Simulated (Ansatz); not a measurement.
# GaSb wire along [110], 36 atoms a period, H-terminated: bands by functional, part 2 of 2

Aim: is the GaSb wire along [110], 36 atoms a period, H-terminated a metal or a semiconductor?

Ansatz 0.2.0; DFT PBE, plane waves, PAW; relaxation of a wire's period; PAW set soft_1 (the session's first sound run).

So far. Step 2 (Relaxation of atoms and period): The cell's length comes to 4.437 Å with spin left out.

## 3. The perfect wire

This step: DFT PBE, plane waves, PAW; bands of a perfect wire; PAW set soft_1 (Ansatz 0.2.0).

At the relaxed period the bands are computed along the axis; those that cross an energy going forward count the channels that a perfect wire would open there.

Input file input.yaml:

```yaml
crystal:
  lattice:
    - [25.8, 0.0, 0.0]
    - [0.0, 25.027, 0.0]
    - [0.0, 0.0, 4.4369022408]
  atoms:
    - { symbol: Sb, position: [0.182258147, 0.544369473, 0.0] }
    - { symbol: H, position: [0.191985683, 0.685442474, 0.0] }
    - { symbol: Ga, position: [0.233488511, 0.639715211, 0.0] }
    - { symbol: Ga, position: [0.232872014, 0.450050288, 0.0] }
    - { symbol: Sb, position: [0.41092475, 0.545409995, 0.0] }
    - { symbol: Sb, position: [0.409952553, 0.720941389, 0.0] }
    - { symbol: H, position: [0.436444679, 0.863251442, 0.0] }
    - { symbol: Ga, position: [0.470004112, 0.63427186, 0.0] }
    - { symbol: Ga, position: [0.473254724, 0.459130619, 0.0] }
    - { symbol: Ga, position: [0.467639387, 0.809494421, 0.0] }
    - { symbol: Sb, position: [0.650844457, 0.542451226, 0.0] }
    - { symbol: Sb, position: [0.648141055, 0.712864302, 0.0] }
    - { symbol: H, position: [0.685821993, 0.769525157, 0.0] }
    - { symbol: Ga, position: [0.712673871, 0.62832544, 0.0] }
    - { symbol: Ga, position: [0.710134527, 0.453503075, 0.0] }
    - { symbol: H, position: [0.257521949, 0.280601143, 0.215633016] }
    - { symbol: H, position: [0.868955945, 0.542612556, 0.187776937] }
    - { symbol: H, position: [0.74767848, 0.280275829, 0.310743396] }
    - { symbol: H, position: [0.137338062, 0.542641113, 0.284108365] }
    - { symbol: Sb, position: [0.302324072, 0.280804044, 0.5] }
    - { symbol: Sb, position: [0.292100797, 0.634910086, 0.5] }
    - { symbol: Sb, position: [0.291444659, 0.458412509, 0.5] }
    - { symbol: H, position: [0.31372146, 0.137433078, 0.5] }
    - { symbol: H, position: [0.31516763, 0.774954131, 0.5] }
    - { symbol: Ga, position: [0.352752629, 0.185294155, 0.5] }
    - { symbol: Ga, position: [0.355564745, 0.375171086, 0.5] }
    - { symbol: Ga, position: [0.351237808, 0.547021625, 0.5] }
    - { symbol: Ga, position: [0.350713101, 0.724005293, 0.5] }
    - { symbol: Sb, position: [0.534341658, 0.280104379, 0.5] }
    - { symbol: Sb, position: [0.529874328, 0.630673763, 0.5] }
    - { symbol: Sb, position: [0.532471505, 0.455721612, 0.5] }
    - { symbol: Sb, position: [0.526625945, 0.802794988, 0.5] }
    - { symbol: H, position: [0.553500197, 0.139454548, 0.5] }
    - { symbol: H, position: [0.567945964, 0.856649011, 0.5] }
    - { symbol: Ga, position: [0.591127406, 0.188860507, 0.5] }
    - { symbol: Ga, position: [0.594441578, 0.368556732, 0.5] }
    - { symbol: Ga, position: [0.591425241, 0.543994638, 0.5] }
    - { symbol: Ga, position: [0.589045298, 0.718232638, 0.5] }
    - { symbol: Sb, position: [0.771255792, 0.623190543, 0.5] }
    - { symbol: Sb, position: [0.769040273, 0.462577215, 0.5] }
    - { symbol: H, position: [0.80361876, 0.683213328, 0.5] }
    - { symbol: H, position: [0.802880621, 0.403535196, 0.5] }
    - { symbol: Ga, position: [0.841828795, 0.541274576, 0.5] }
    - { symbol: H, position: [0.137338062, 0.542641113, 0.715891635] }
    - { symbol: H, position: [0.74767848, 0.280275829, 0.689256604] }
    - { symbol: H, position: [0.868955945, 0.542612556, 0.812223063] }
    - { symbol: H, position: [0.257521949, 0.280601143, 0.784366984] }
    - { symbol: H, position: [0.195427297, 0.400644651, 0.0] }
    - { symbol: Sb, position: [0.410460211, 0.198051608, 0.0] }
    - { symbol: Sb, position: [0.414197653, 0.369901001, 0.0] }
    - { symbol: H, position: [0.448648061, 0.142055883, 0.0] }
    - { symbol: Ga, position: [0.476057038, 0.283112647, 0.0] }
    - { symbol: Sb, position: [0.648782266, 0.200001167, 0.0] }
    - { symbol: Sb, position: [0.653345309, 0.364560948, 0.0] }
    - { symbol: H, position: [0.683411479, 0.141265515, 0.0] }
    - { symbol: Ga, position: [0.720001375, 0.279493007, 0.0] }
kpoints:
  mp_grid: { grid: [1, 1, 19] }
  band_path: { path: ["Γ", Z], npoints: 90 }
scf:
  occupations: { method: fermi_dirac, width: 0.05 }
hamiltonian:
  xc: pbe
  pseudopotentials: { kind: paw, azcp: { folder: soft_1 } }
output:
  dos: { e_range: [-5, 4] }
  write_potential: true
  write_density: true
  volumetric_format: npy
```

The run is started by

```bash
ansatz run input.yaml --threads 4 --pin off --max-ram 16384MiB --backend cpu --events-out ev --progress --plain --runs-dir out
```

Numbers of over 12 decimals in the logs are rounded to 6 here.

What it wrote:

```text
[...]
Crystal: 56 atoms, lattice volume = 2864.893 Å³
Basis set: ecut = 420 eV, 56155 PW (Γ)
Bands: 318, of which v1, the nominal top of the filled ones, is band 262 counted from 1 (261 counted from 0)
Symmetry: 2 space group operations
[...]
k-points: 10 of 19
[...]
SCF iter   1: F=—  HF=-185137.512738 eV  |F-HF|=—  |Δ(HF+E_count)|=         —  Δρ=2.91e-2  dr2=2.38e1  ethr=3.10e-3  ⟨swp⟩=6.3  Hψ=13082  notcnv=0  defer=151
[...]
SCF iter  14: F=-185131.477169 eV  HF=-185131.477169 eV  |F-HF|=2.94e-8  |Δ(HF+E_count)|=   1.08e-7  Δρ=1.03e-6  dr2=8.76e-8  ethr=1.91e-11  ⟨swp⟩=13.7  Hψ=13747  notcnv=0
SCF 1 converged in 14 iterations: F = -185131.477169 eV  dr2 = 8.76e-8
[...]
NSCF: frozen V_eff on 91 k-points
WARN: pass on a band path, mesh or list of k-points: the 91 k-points are solved 12 at a time at the most, because the 14.40 GiB of host memory that the pass is priced against does not hold them all with the solver's workspace as planned. The pass can take longer, above all where fewer k-points are solved at a time than the run has threads. As a rule a larger memory budget leaves room for more at once. The budget is what a run with no `--max-ram-frac` typed is planned for, 0.8 of the host's memory or its container's limit. More memory there lifts it, and so does a share over 0.88 that is typed (of such a share the budget is ten elevenths): [rest of the remark cut]
WARN: The output density's exchange-correlation potential varies sharply where the density is thin. Do not read a vacuum level from v_tot or v_xc, or from such a field of the output density. On a cell that repeats whose density bears no net charge and no dipole along the vacuum's axis use v_es (v_loc + v_h of the components); under efield.dipole_correction with no amplitude use v_es + v_field, which holds any externa [...]
SCF converged after 14 iterations
Free energy (F): -185131.477169 eV
[...]
Internal energy: -185131.477153 eV  (E = F + TS)
E sigma→0 (E₀):  -185131.477161 eV
Entropy (-TS):   -0.000016 eV (-0.000 meV/atom)
Fermi energy:    0.243896 eV
[...]
--- Band table (eV; the first three rows and the last of 10) ---
  k-point 0: bands = [... 258 lower, -0.6304, -0.5387, -0.3427, -0.2065, 0.7166, 0.7570, 0.7915, 0.9047, ... 52 higher]
  k-point 1: bands = [... 258 lower, -0.6883, -0.5535, -0.5046, -0.3900, 0.9206, 0.9292, 0.9647, 1.0796, ... 52 higher]
  k-point 2: bands = [... 258 lower, -0.7544, -0.6856, -0.6657, -0.4654, 1.2518, 1.2856, 1.3433, 1.4226, ... 52 higher]
  k-point 9: bands = [... 258 lower, -1.3569, -1.3087, -1.2553, -1.1333, 1.1056, 1.1148, 1.3195, 1.4169, ... 52 higher]
```

Elapsed: 68 min, on 4 threads of Arm Neoverse V1, shared host; peak memory 14 GiB.

This step gave:

```yaml
band_gap: 0.9231 eV
```

Electronic bands along the path, in eV, zero at the Fermi level; v1 is the highest filled band, c1 the lowest empty one:

```csv
point,v4,v3,v2,v1,c1,c2,c3,c4
Γ,-0.87,-0.78,-0.59,-0.45,0.47,0.51,0.55,0.66
halfway,-1.26,-1.21,-1.08,-1.02,1.17,1.23,1.48,1.54
Z,-1.61,-1.55,-1.51,-1.38,0.86,0.87,1.06,1.17
```

The gap is 0.923 eV, with spin left out.

On this path the gap is direct, 0.92 eV, with the valence top at Γ and the conduction bottom at Γ.

## 4. Levels at the same atoms, cutoff 500 eV, k-mesh 1×1×14

This step: DFT r2SCAN, plane waves, PAW; bands of a perfect wire at the PBE geometry; PAW set soft_1 (Ansatz 0.2.0).

The atoms stay at the PBE geometry and the functional changes. r2SCAN also reads the kinetic-energy density; it often gives larger moments and wider gaps than PBE, at a higher cost. Against the first PBE run of this kind, the cutoff is 500 eV against 420 and the mesh along the wire has 14 points against 19.

input.yaml: that of step 3 with these lines changed.

```diff
@@ -63,3 +63,3 @@
 kpoints:
-  mp_grid: { grid: [1, 1, 19] }
+  mp_grid: { grid: [1, 1, 14] }
   band_path: { path: ["Γ", Z], npoints: 90 }
@@ -68,8 +68,3 @@
 hamiltonian:
-  xc: pbe
+  xc: r2scan
   pseudopotentials: { kind: paw, azcp: { folder: soft_1 } }
-output:
-  dos: { e_range: [-5, 4] }
-  write_potential: true
-  write_density: true
-  volumetric_format: npy
```

What it wrote:

```text
[...]
Crystal: 56 atoms, lattice volume = 2864.893 Å³
Basis set: ecut = 500 eV, 72581 PW (Γ), exchange–correlation on 768×768×144 points (64 copies of the dense FFT grid, shifted against one another)
Bands: 318, of which v1, the nominal top of the filled ones, is band 262 counted from 1 (261 counted from 0)
Symmetry: 2 space group operations
[...]
k-points: 8 of 14
[...]
SCF iter   1: F=—  HF=-185530.919632 eV  |F-HF|=—  |Δ(HF+E_count)|=         —  Δρ=2.92e-2  dr2=2.22e1  dr2_τ=1.83e-1  ethr=3.10e-3  ⟨swp⟩=6.1  Hψ=9619  notcnv=0  defer=155
[...]
SCF iter  13: F=-185528.241101 eV  HF=-185528.241101 eV  |F-HF|=4.66e-8  |Δ(HF+E_count)|=   8.85e-8  Δρ=1.03e-6  dr2=4.73e-8  dr2_τ=6.46e-10  ethr=1.91e-11  ⟨swp⟩=13.1  Hψ=13040  notcnv=0
SCF 1 converged in 13 iterations: F = -185528.241101 eV  dr2 = 4.73e-8
[...]
SCF converged after 13 iterations
Free energy (F): -185528.241101 eV
[...]
Internal energy: -185528.241099 eV  (E = F + TS)
E sigma→0 (E₀):  -185528.241100 eV
Entropy (-TS):   -0.000002 eV (-0.000 meV/atom)
Fermi energy:    0.213154 eV
[...]
--- Band table (eV; the first three rows and the last of 8) ---
  k-point 0: bands = [... 258 lower, -0.8052, -0.7293, -0.5253, -0.3783, 0.8442, 0.8509, 0.8875, 0.9973, ... 52 higher]
  k-point 1: bands = [... 258 lower, -0.8735, -0.7874, -0.7607, -0.6137, 1.1287, 1.1587, 1.1892, 1.2931, ... 52 higher]
  k-point 2: bands = [... 258 lower, -1.0068, -0.9528, -0.8809, -0.6930, 1.5256, 1.6230, 1.7211, 1.7333, ... 52 higher]
  k-point 7: bands = [... 258 lower, -1.5903, -1.5363, -1.4829, -1.3461, 1.1510, 1.1877, 1.3853, 1.4818, ... 52 higher]
```

Wall time 1.7 h (4 threads); peak memory 13 GiB; 6.4 h of CPU time.

Numbers from this step:

```
band gap : 1.223 eV
```

The electronic bands at the labelled points (eV, zero at the Fermi level; v1 is the highest filled band, c1 the lowest empty one):

```csv
point,v4,v3,v2,v1,c1,c2,c3,c4
Γ,-1.02,-0.94,-0.74,-0.59,0.63,0.64,0.67,0.78
halfway,-1.44,-1.39,-1.24,-1.18,1.29,1.37,1.58,1.64
Z,-1.80,-1.75,-1.70,-1.56,0.94,0.97,1.17,1.27
```

The gap is 1.22 eV, against 0.923 eV under PBE at the relaxed period.

## 5. Outcome

- cell length, PBE: 4.437 Å
- gap, PBE: 0.923 eV
- gap, r2SCAN: 1.22 eV

What this shows: Under PBE the cell's length is 4.44 Å, and a gap of 0.92 eV makes it a semiconductor. At the relaxed period the wire is gapped under every functional, from 0.92 eV (PBE) to 1.22 eV (r2SCAN). Weak screening in one dimension makes quasiparticle gaps larger than the semilocal gaps, as a rule. Plain hydrogen on a compound's surface is a simple closure: it may leave surface states, and facets that end in unlike atoms put a field across the wire, both of which shrink the gap. Spin-orbit coupling is left out, which matters for the bands of heavy atoms.

[Logs are printed without paths, hosts, clocks, repeated set-up lines and the standing remarks that a program may print on its own settings, such as how far it seeks lower states.]

[Hosts, paths, dates, database ids (printed as entryN), source tags and the programs' standing remarks are cut or masked in the printed files.]
